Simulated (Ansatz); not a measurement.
## In2S (model cell, started as cuprite): following an unstable mode

Aim: this structure of In2S (model cell, started as cuprite) is to be tested for unstable modes, and one is followed downhill.

Calculated with Ansatz 0.2.0; DFT PBEsol, scalar-relativistic, plane waves, PAW.

The structure was built from a prototype and need not be the compound's stable phase.

## 1. Set-up

The structure is cubic, space group Pn-3m (No. 224). Conventional cell: a = 6.290 Å, b = 6.290 Å, c = 6.290 Å, α = 90.00°, β = 90.00°, γ = 90.00°. S has 4 In at 2.72 Å nearest. In has 2 S at 2.72 Å nearest. Farther neighbours and most contacts between anions are not listed.

## 2. Phonons on a q mesh

The cell comes from relaxations at this level that are not shown. Stability and thermal properties need the whole zone. Linear response on a 2×2×2 q mesh gives force constants as far as a supercell of that size would.

input.yaml reads:

```yaml
crystal:
  lattice:
    - [6.2898146533, 0.0, 0.0]
    - [0.0, 6.2898146533, 0.0]
    - [0.0, 0.0, 6.2898146533]
  atoms:
    - { symbol: S, position: [0.0, 0.0, 0.0] }
    - { symbol: S, position: [0.5, 0.5, 0.5] }
    - { symbol: In, position: [0.25, 0.25, 0.25] }
    - { symbol: In, position: [0.75, 0.75, 0.25] }
    - { symbol: In, position: [0.75, 0.25, 0.75] }
    - { symbol: In, position: [0.25, 0.75, 0.75] }
kpoints:
  mp_grid: { grid: [6, 6, 6] }
hamiltonian:
  xc: pbesol
scf:
  occupations: { method: methfessel_paxton, width: 0.2 }
output:
  eigenvalues: true
phonons:
  method: dfpt
  qmesh: [2, 2, 2]
  temperatures: { t_max: 1000, t_step: 50 }
  qpath:
    path:
      - [[0.0, 0.0, 0.0], [0.0, 0.5, 0.0], [0.5, 0.5, 0.0], [0.0, 0.0, 0.0], [0.5, 0.5, 0.5], [0.0, 0.5, 0.0]]
      - [[0.5, 0.5, 0.5], [0.5, 0.5, 0.0]]
    npoints: 10
```

Launch:

```bash
> ansatz run input.yaml --threads 8 --pin off --max-ram 14336MiB --backend cpu --events-out ev --progress --plain --runs-dir out
```

Numbers of over 12 decimals in the logs are rounded to 6 here.

The program printed:

```text
Warning: phonons: the dynamical matrix that this run interpolates holds no multipole term above the dipole-dipole one, and a site of this crystal is no centre of inversion, so its interpolated transverse optical and acoustic branches and sound speeds can stay off near Gamma, and the density of states and the thermodynamics with them. What a run solves at a wave vector of phonons.qpoints, Gamma apart, where the deck admits one, is free of this, and under fd what a larger phonons.supercell samples
Engine: ansatz 0.2.0, aarch64-unknown-linux-gnu
Pseudopotentials: kind: paw
Pseudopotential: S, paw, valence charge 6, recommended cutoff 420 eV (normal), S.paw.azcp
Pseudopotential: In, paw, valence charge 13, recommended cutoff 420 eV (normal), In.paw.azcp
Functional definition: PBEsol
  exchange = pbesol_x
  correlation = pbesol_c
Crystal: 6 atoms, lattice volume = 248.836 Å³
Basis set: ecut = 420 eV, 4945 PW (Γ), exchange–correlation on 96×96×96 points (8 copies of the dense FFT grid, shifted against one another)
Bands: 39, of which v1, the nominal top of the filled ones, is band 32 counted from 1 (31 counted from 0)
Symmetry: 48 space group operations
k-points: 20 of 216
Non-local potential: S, projectors of the file, l = 0: 2, l = 1: 2, l = 2: 2
Non-local potential: In, projectors of the file, l = 0: 2, l = 1: 2, l = 2: 2, l = 3: 2
PAW form: soft (Blöchl's): semilocal exchange-correlation on the pseudo side does not see the compensation charge
PAW frozen core: S, regenerated for the run's functional, and the local potential with it (the file was generated under x = pbe(κ = 0.804, μ = 0.219515), c = pbe(β = 0.066725))
PAW frozen core: In, regenerated for the run's functional, and the local potential with it (the file was generated under x = pbe(κ = 0.804, μ = 0.219515), c = pbe(β = 0.066725))
PAW one-centre angular grid: S, 110 points (default); XC on 64 Gauss nodes
PAW one-centre angular grid: In, 590 points (default); XC on 64 Gauss nodes
Initial density: superposition of atomic densities (neutral atoms: chi_scale 0, normalization atom), corrected by the library's trained network
Initial wavefunctions: pseudopotential atomic-orbital guess
Functional: x = pbesol(κ = 0.804, μ = 0.123457), c = pbesol(β = 0.046)
SCF iter   1: F=—  HF=-23868.576135 eV  |F-HF|=—  |Δ(HF+E_count)|=         —  Δρ=3.87e-3  dr2=8.05e-2  ethr=1.77e-3  ⟨swp⟩=7.0  Hψ=3030  notcnv=0
preconditioner: auto → LDOS  [metal: Δε(μ)=0.016 eV  Ē_g=12.517 eV  σ=0.200 eV  W_gap=0.07  n_scr=32 (ndim 8)  ℏωp=18.8 eV  f_vac=0.041  D(μ)=6.77/eV (n_scr^D=32)  β→1.0]
SCF iter   2: F=—  HF=-23868.569888 eV  |F-HF|=—  |Δ(HF+E_count)|=   6.25e-3  S|Δr|=    0.00e0  Δρ=1.65e-3  dr2=1.61e-2  ethr=1.26e-4  ⟨swp⟩=1.6  Hψ=1327  notcnv=0
SCF iter   3: F=—  HF=-23868.570606 eV  |F-HF|=—  |Δ(HF+E_count)|=   7.18e-4  S|Δr|=    0.00e0  Δρ=1.36e-3  dr2=4.56e-3  ethr=2.51e-5  ⟨swp⟩=2.0  Hψ=1394  notcnv=0
SCF iter   4: F=—  HF=-23868.568858 eV  |F-HF|=—  |Δ(HF+E_count)|=   1.75e-3  S|Δr|=    0.00e0  Δρ=2.88e-4  dr2=2.20e-4  ethr=7.12e-6  ⟨swp⟩=2.0  Hψ=1405  notcnv=0
SCF iter   5: F=—  HF=-23868.568821 eV  |F-HF|=—  |Δ(HF+E_count)|=   3.62e-5  S|Δr|=    0.00e0  Δρ=4.33e-5  dr2=1.12e-5  ethr=3.44e-7  ⟨swp⟩=2.8  Hψ=1485  notcnv=0
SCF iter   6: F=—  HF=-23868.568821 eV  |F-HF|=—  |Δ(HF+E_count)|=   7.67e-7  S|Δr|=    0.00e0  Δρ=6.98e-6  dr2=2.45e-7  ethr=1.75e-8  ⟨swp⟩=3.0  Hψ=1440  notcnv=0
SCF iter   7: F=—  HF=-23868.568783 eV  |F-HF|=—  |Δ(HF+E_count)|=   3.75e-5  S|Δr|=    0.00e0  Δρ=1.71e-6  dr2=8.40e-9  ethr=3.82e-10  ⟨swp⟩=3.0  Hψ=1576  notcnv=0
SCF iter   8: F=—  HF=-23868.568783 eV  |F-HF|=—  |Δ(HF+E_count)|=   6.54e-9  S|Δr|=    0.00e0  Δρ=2.61e-7  dr2=2.22e-10  ethr=1.31e-11  ⟨swp⟩=2.0  Hψ=1004  notcnv=0
SCF iter   9: F=-23868.568783 eV  HF=-23868.568783 eV  |F-HF|=7.28e-12  |Δ(HF+E_count)|=  2.18e-11  S|Δr|=    0.00e0  Δρ=3.52e-8  dr2=2.30e-12  ethr=1.00e-12  ⟨swp⟩=9.4  Hψ=4312  notcnv=0
SCF 1 converged in 9 iterations: F = -23868.568783 eV  dr2 = 2.30e-12
  greatest PAW one-centre occupation: 0.984 electrons in one spin orbital (limit 2), on the In atom at site 2 (counted from 0), in its partial waves of l = 2
Initial density: read from a saved state, or passed on in memory by an earlier SCF of this step, an earlier step, the calling program or the single point that the run made first
iter 1 solved again at ethr=3.52e-7 eV; its pass at ethr=3.10e-3 eV (dr2=2.25e-4 eV) is discarded
SCF iter   1: F=—  HF=-23868.568825 eV  |F-HF|=—  |Δ(HF+E_count)|=         —  Δρ=2.38e-7  dr2=6.81e-11  ethr=3.52e-7  ⟨swp⟩=3.3  Hψ=5353  notcnv=0
eigensolver tolerance schedule: the retry pair's looser diagonalisation over-reported the residual by 3306280.67 of it (diagonalisation noise at an unbounded share of the residual, at the tolerance the schedule requests for it); recorded, not acted on — ethr = c·dr2/N_el stays at c = 1.0e-1
preconditioner: auto → LDOS  [metal: Δε(μ)=0.027 eV  Ē_g=12.523 eV  σ=0.200 eV  W_gap=0.11  n_scr=32 (ndim 8)  ℏωp=18.8 eV  f_vac=0.043  D(μ)=7.22/eV (n_scr^D=56)  β→1.0]
SCF iter   2: F=—  HF=-23868.568783 eV  |F-HF|=—  |Δ(HF+E_count)|=   4.22e-5  S|Δr|=    0.00e0  Δρ=2.90e-7  dr2=9.39e-11  ethr=1.00e-12  ⟨swp⟩=3.6  Hψ=2163  notcnv=0
SCF iter   3: F=—  HF=-23868.568783 eV  |F-HF|=—  |Δ(HF+E_count)|=  4.37e-11  S|Δr|=    0.00e0  Δρ=1.09e-7  dr2=1.49e-11  ethr=1.00e-12  ⟨swp⟩=1.0  Hψ=780  notcnv=0
SCF iter   4: F=-23868.568783 eV  HF=-23868.568783 eV  |F-HF|=1.82e-11  |Δ(HF+E_count)|=  3.64e-12  S|Δr|=    0.00e0  Δρ=8.37e-8  dr2=9.20e-12  ethr=1.00e-12  ⟨swp⟩=4.7  Hψ=2033  notcnv=0
SCF 2 converged in 4 iterations: F = -23868.568783 eV  dr2 = 9.20e-12
  greatest PAW one-centre occupation: 0.984 electrons in one spin orbital (limit 2), on the In atom at site 5 (counted from 0), in its partial waves of l = 2
phonons: the bands overlap, so this run is a metal and interpolates without the dipole-dipole term. If the crystal is really an insulator or semiconductor, its LO-TO splitting is missing
NSCF: frozen V_eff on 20 k-points
NSCF: frozen V_eff on 68 k-points
DFPT response loops at q = (0, 0, 0) (fractional): preconditioner auto → Kerker (q_TF=auto, 2.176 Å⁻¹) (partly filled bands, converged f_vac=0.043); β = 1.00, the filter's whole step (`scf.mixing.beta` (0.50) is not read by the response loops under this deck's `scf.mixing.preconditioner`; to damp them name `kerker` or `kerker_dos`, under which they read `scf.mixing.beta`, and type it under 1.00, their step now; both keys bind the ground state too); Broyden in place of MSR1
NSCF: frozen V_eff on 224 k-points
DFPT response loops at q = (0, 0, -0.5) (fractional): mixed as the last ones told, above
NSCF: frozen V_eff on 224 k-points
DFPT response loops at q = (0, -0.5, -0.5) (fractional): mixed as the last ones told, above
NSCF: frozen V_eff on 136 k-points
DFPT response loops at q = (-0.5, -0.5, -0.5) (fractional): mixed as the last ones told, above
SCF converged after 9 iterations
Stability not checked: this state was not tested for a lower state beside it, because cold or Methfessel-Paxton smearing, or corrected tetrahedra, fill the levels in a way that the test cannot read (fill_not_monotonic; see scf.lower_state_search)
Free energy (F): -23868.568783 eV
Harris-Foulkes:  -23868.568783 eV  (|F-HF|=7.28e-12)
Internal energy: -23868.573701 eV  (E = F + TS)
E sigma→0 (E₀):  -23868.570013 eV
Entropy (-TS):   0.004918 eV (0.820 meV/atom)
Fermi energy:    3.603635 eV
--- Per-component energies (eV) ---
  E_band       = -449.305490
  E_kinetic    = 1168.221390
  E_local      = -6418.790562  (includes V_loc(G=0)·N_el)
  E_nonlocal   = 1528.015946
  E_hartree    = 2516.838724
  E_xc         = -1043.271658
  E_vxc        = -568.426196  (∫ρ·V_xc dr)
  E_paw        = -17486.535229  (= ΣΔE_a)
  E_vpaw       = -1192.003561  (= ΣTr[D̂ρ^β])
  E_aug_tail   = 0.000104  (compensation charges beyond the density's cutoff)
  E_ewald      = -4134.119924
  E_core_change = 1.067509  (= ΣΔE_core)
  E_smearing   = 0.004918  (= −TS)
  E_closure    = -0.000000  (closes the sum)
  Σ components = -23868.568783   (vs F -23868.568783, Δ=0.00e0)
--- Band table (eV; the first three rows and the last of 20) ---
  k-point 0: bands = [... 28 lower, 0.4412, 3.0961, 3.0961, 3.8620, 3.8620, 3.8620, 5.9360, 5.9360, ... 3 higher]
  k-point 1: bands = [... 28 lower, 0.8345, 3.2047, 3.3361, 3.6723, 3.7451, 3.7451, 5.5033, 5.9561, ... 3 higher]
  k-point 2: bands = [... 28 lower, 1.5638, 3.0920, 3.5268, 3.5578, 3.5578, 4.0473, 4.7415, 5.8280, ... 3 higher]
  k-point 19: bands = [... 28 lower, 1.2517, 3.5837, 3.5837, 3.5837, 3.9926, 3.9926, 3.9926, 6.4032, ... 3 higher]
--- Phonons (Γ-DFPT): 2 representative perturbations + reference (Σ response iterations 6) ---
  ASR residual: 3.612e-5 → 0.000e0 eV/Å²; symmetrization residual: 3.012e-6 eV/Å²
  ASR residual per site (eV/Å²): 8.40e-6 8.40e-6 3.61e-5 3.61e-5 3.61e-5 3.61e-5
  Γ frequencies (cm⁻¹): -220.14 -220.14 -220.14 -189.92 -189.92 -189.92 -89.23 -89.23 -89.23 -84.76 -84.76 0.00 0.00 0.00 47.89 47.89 47.89 128.01
--- Phonons (arbitrary-q DFPT): 4 irreducible q on the 2×2×2 mesh ---
  q = [0.0000, 0.0000, 0.0000] (star 1, of the zone-centre solve; hermiticity 1.28e-6, symmetrization 1.90e-12): -220.14 -220.14 -220.14 -189.92 -189.92 -189.92 -89.23 -89.23 -89.23 -84.76 -84.76 -0.00 -0.00 -0.00 47.89 47.89 47.89 128.01
  q = [0.0000, 0.0000, -0.5000] (star 3, 4 solved perturbations in 284 linear systems a pass and spin channel, the states on 112 of 216 k-point pairs; hermiticity 1.99e-6, symmetrization 3.81e-12): -228.86 -228.86 -182.47 -182.47 -91.38 -91.38 -84.79 -84.79 -62.30 -62.30 -33.64 -33.64 -28.05 -28.05 53.67 53.67 88.63 88.63
  q = [0.0000, -0.5000, -0.5000] (star 3, 4 solved perturbations in 284 linear systems a pass and spin channel, the states on 112 of 216 k-point pairs; hermiticity 1.16e-6, symmetrization 1.47e-12): -225.77 -225.77 -187.36 -187.36 -122.11 -122.11 -61.82 -61.82 -57.11 -57.11 -57.11 -57.11 -52.02 -52.02 50.37 50.37 92.62 92.62
  q = [-0.5000, -0.5000, -0.5000] (star 1, 2 solved perturbations in 108 linear systems a pass and spin channel, the states on 68 of 216 k-point pairs; hermiticity 3.17e-7, symmetrization 1.33e-11): -215.67 -215.67 -215.67 -157.62 -157.62 -157.62 -68.92 -68.92 -68.92 -47.70 -47.70 -29.58 -29.58 -29.58 57.53 57.53 57.53 136.68
  sum rule: each row above includes the acoustic sum rule's correction from the zone centre's row sums; it moved no ω² by more than (0.32 cm⁻¹)²
  mesh force constants: q→R imaginary residual 2.02e-17; ASR residual 3.612e-5 → 0.000e0 eV/Å²; symmetrization residual 1.776e-15 eV/Å²
  interpolated dispersion: 62 rows × 18 modes
  density of states and harmonic sums: on the 10×10×10 q-mesh, interpolated from the force constants of a 2×2×2 supercell (no non-analytic term)
  largest difference from the sums on the solved wave vectors: F 1.03e-1 eV, S 1.27e-4 and C_V 2.60e-5 eV/K
  zero-point energy: 0.017723 eV/cell   skipped modes (ω ≤ 0): 763, of them read as no rigid motion or as one in doubt: 760 (1.372e1 modes/cell left out, lowest -235.02 cm⁻¹)   left out of the sums: 7.62e-1 of the cell's modes: C_V's classical limit lies that fraction below 3 k_B per atom; for a crystal, a wire or a layer, F and S can be off by more, and a phonons.interpolated_qmesh denser along its periods is the remedy for the sampling
```

Elapsed: 2.6 min, on 8 threads of Arm Neoverse V2, shared host; peak memory 3.1 GiB.

The column dr2 measures how far the density is from self-consistency, as an energy; F and HF (Harris–Foulkes) agree once it is small.

Numbers from this step:

* volume per atom: 41.47 Å³
* gap on the k-mesh: 0 eV
* sum-rule residual before enforcement: 3.61e-5 eV/Å²
* lowest frequency on the path: -235.2 cm⁻¹
* point group: m-3m
* highest frequency on the path or at a solved wavevector: 136.7 cm⁻¹
* highest optical mode at the zone centre (no LO-TO term): 128.0 cm⁻¹
* lowest optical zone-centre mode: -220.1 cm⁻¹
* lowest mode on the q mesh (acoustic modes at Γ apart): -228.9 cm⁻¹

Frequencies (cm⁻¹) solved at each irreducible wavevector; negative means imaginary. Frequencies by wavevector, by row:

| q in reciprocal lattice units | star | mode 1 | mode 2 | mode 3 | mode 4 | mode 16 | mode 17 | mode 18 |
| --- | --- | --- | --- | --- | --- | --- | --- | --- |
| 0 0 0 | 1 | -220.1 | -220.1 | -220.1 | -189.9 | 47.9 | 47.9 | 128 |
| 0 0 -0.5 | 3 | -228.9 | -228.9 | -182.5 | -182.5 | 53.7 | 88.6 | 88.6 |
| 0 -0.5 -0.5 | 3 | -225.8 | -225.8 | -187.4 | -187.4 | 50.4 | 92.6 | 92.6 |
| -0.5 -0.5 -0.5 | 1 | -215.7 | -215.7 | -215.7 | -157.6 | 57.5 | 57.5 | 136.7 |

Interpolated from a 2×2×2 q mesh. The phonon branches at the labelled points (cm⁻¹):

```
    point  branch 1  branch 2  branch 3  branch 4  branch 15  branch 16  branch 17  branch 18
        Γ      -220      -220      -220      -190         48         48         48        128
  halfway      -230      -230      -205      -183         49         49         56        117
        X      -229      -229      -182      -182         54         54         89         89
  halfway      -229      -229      -183      -183         51         51         92         92
        M      -226      -226      -187      -187         50         50         93         93
  halfway      -235      -217      -214      -150         46         51         68        110
        Γ      -220      -220      -220      -190         48         48         48        128
  halfway      -226      -220      -220      -138         47         47         72        112
        R      -216      -216      -216      -158         58         58         58        137
  halfway      -227      -224      -203      -161         51         53         70        115
        X      -229      -229      -182      -182         54         54         89         89
jump to R      -216      -216      -216      -158         58         58         58        137
  halfway      -222      -222      -209      -164         54         54         57        124
        M      -226      -226      -187      -187         50         50         93         93
```

Symmetry leaves 4 wavevectors to solve. The lowest mode among them, the acoustic zeros apart, lies at q = (0, 0, -0.5) and is imaginary, 228.9i cm⁻¹, so the energy falls along it. Between them the interpolated path dips to 235i cm⁻¹.

## 3. The mode frozen in, largest atomic shift 0 Å

The mode followed lies at q = (0, -0.5, -0.5) with frequency 225.8i cm⁻¹ and is 2-fold degenerate, one of the unstable modes though not the softest. At small amplitude the distorted cell has space group no. 93 by a symmetry search on the positions. The undistorted cell that holds it gives the zero of energy on the same k mesh.

System of this step: In2S (model cell, started as cuprite). It takes space group Pn-3m (No. 224, cubic). Conventional cell: a = 6.290 Å, b = 6.290 Å, c = 6.290 Å, α = 90.00°, β = 90.00°, γ = 90.00°. Nearest to S lie 4 In at 2.72 Å. Nearest to In lie 2 S at 2.72 Å. Farther neighbours and most contacts between anions are not listed.

input.yaml reads:

```yaml
crystal:
  lattice:
    - [-6.2898146533, 0.0, 0.0]
    - [0.0, -6.2898146533, -6.2898146533]
    - [0.0, -6.2898146533, 6.2898146533]
  atoms:
    - { symbol: S, position: [0.0, 0.0, 0.0] }
    - { symbol: S, position: [0.0, 0.5, 0.5] }
    - { symbol: S, position: [0.5, 0.0, 0.5] }
    - { symbol: S, position: [0.5, 0.5, 0.0] }
    - { symbol: In, position: [0.75, 0.25, 0.5] }
    - { symbol: In, position: [0.75, 0.75, 0.0] }
    - { symbol: In, position: [0.25, 1.0, 0.25] }
    - { symbol: In, position: [0.25, 0.5, 0.75] }
    - { symbol: In, position: [0.25, 1.0, 0.75] }
    - { symbol: In, position: [0.25, 0.5, 0.25] }
    - { symbol: In, position: [0.75, 0.75, 0.5] }
    - { symbol: In, position: [0.75, 0.25, 0.0] }
kpoints:
  mp_grid: { grid: [6, 4, 4] }
hamiltonian:
  xc: pbesol
scf:
  occupations: { method: methfessel_paxton, width: 0.2 }
output:
  forces: true
  stress: true
  eigenvalues: true
```

The program printed:

```text
[...]
Crystal: 12 atoms, lattice volume = 497.672 Å³
Basis set: ecut = 420 eV, 9757 PW (Γ), exchange–correlation on 90×120×120 points (8 copies of the dense FFT grid, shifted against one another)
Bands: 77, of which v1, the nominal top of the filled ones, is band 64 counted from 1 (63 counted from 0)
Symmetry: 32 space group operations
[...]
k-points: 24 of 96
[...]
k-point 0: bands = [... 60 lower, 3.0969, 3.2470, 3.2470, 3.8673, 3.8678, 3.8678, 4.6221, 4.6221, ... 9 higher]
  k-point 1: bands = [... 60 lower, 3.3186, 3.3201, 3.3285, 3.6196, 3.7241, 3.7580, 4.4235, 4.5306, ... 9 higher]
  k-point 2: bands = [... 60 lower, 3.4580, 3.4580, 3.5121, 3.5121, 3.8207, 3.8207, 3.8987, 3.8987, ... 9 higher]
  k-point 23: bands = [... 60 lower, 3.2471, 3.2471, 3.2471, 3.2471, 4.6223, 4.6223, 4.6223, 4.6223, ... 9 higher]
[key lines of the parts left out:]
SCF converged after 7 iterations
Free energy (F): -47737.143547 eV
Fermi energy:    3.613903 eV
P = ⅓ Tr σ = 0.0333 GPa (0.333 kbar)
```

It took 7.3 s on 8 threads; peak memory 2.2 GiB.

Numbers from this step:

- pressure: 0.03335 GPa
- energy from the undistorted cell: 0 meV/atom

The run ends at a pressure of 0.03 GPa.

## 4. The mode frozen in, largest atomic shift 0.6 Å

The atoms are moved along the unstable eigenvector, the largest shift by 0.6 Å, with the cell fixed.

input.yaml reads:

```yaml
crystal:
  lattice:
    - [-6.2898146533, 0.0, 0.0]
    - [0.0, -6.2898146533, -6.2898146533]
    - [0.0, -6.2898146533, 6.2898146533]
  atoms:
    - { symbol: S, position: [0.0, 0.047696159, 0.047696159] }
    - { symbol: S, position: [0.0, 0.452303841, 0.452303841] }
    - { symbol: S, position: [0.5, 0.047696159, 0.452303841] }
    - { symbol: S, position: [0.5, 0.452303841, 0.047696159] }
    - { symbol: In, position: [0.75, 0.25, 0.5082589969] }
    - { symbol: In, position: [0.75, 0.75, -0.0082589969] }
    - { symbol: In, position: [0.25, 0.9917410031, 0.25] }
    - { symbol: In, position: [0.25, 0.5082589969, 0.75] }
    - { symbol: In, position: [0.25, 0.9917410031, 0.75] }
    - { symbol: In, position: [0.25, 0.5082589969, 0.25] }
    - { symbol: In, position: [0.75, 0.75, 0.5082589969] }
    - { symbol: In, position: [0.75, 0.25, -0.0082589969] }
kpoints:
  mp_grid: { grid: [6, 4, 4] }
hamiltonian:
  xc: pbesol
scf:
  occupations: { method: methfessel_paxton, width: 0.2 }
output:
  forces: true
  stress: true
  eigenvalues: true
```

The program printed:

```text
[...]
Crystal: 12 atoms, lattice volume = 497.672 Å³
Basis set: ecut = 420 eV, 9757 PW (Γ), exchange–correlation on 90×120×120 points (8 copies of the dense FFT grid, shifted against one another)
Bands: 77, of which v1, the nominal top of the filled ones, is band 64 counted from 1 (63 counted from 0)
Symmetry: 8 space group operations
[...]
k-points: 24 of 96
[...]
k-point 0: bands = [... 60 lower, 2.0047, 3.1643, 3.5256, 3.5256, 3.7509, 4.1614, 5.3021, 5.3021, ... 9 higher]
  k-point 1: bands = [... 60 lower, 2.1276, 3.2447, 3.2776, 3.4404, 3.9640, 4.1890, 4.6915, 4.9256, ... 9 higher]
  k-point 2: bands = [... 60 lower, 2.3505, 2.9628, 3.1332, 3.8103, 4.0221, 4.0999, 4.4516, 4.5827, ... 9 higher]
  k-point 23: bands = [... 60 lower, 1.7568, 3.3911, 3.3911, 3.5959, 4.3800, 4.3800, 4.9939, 5.0378, ... 9 higher]
[key lines of the parts left out:]
SCF converged after 8 iterations
Free energy (F): -47738.425859 eV
Fermi energy:    3.908195 eV
P = ⅓ Tr σ = -0.8895 GPa (-8.895 kbar)
```

Wall time 12 s (8 threads); peak memory 1.9 GiB; 87 s of CPU time.

Numbers from this step:

```
pressure                         : -0.8895 GPa
energy from the undistorted cell : -105.8 meV/atom
```

The energy, extrapolated to zero smearing, is -105.84 meV/atom against the undistorted cell.

The run ends at a pressure of -0.89 GPa, with forces up to 1.1 eV/Å.

(Part 1 of 2 ends here.)

[Logs are printed without paths, hosts, clocks, repeated set-up lines and the standing remarks that a program may print on its own settings, such as how far it seeks lower states.]

[Hosts, paths, dates, database ids (printed as entryN), source tags and the programs' standing remarks are cut or masked in the printed files.]
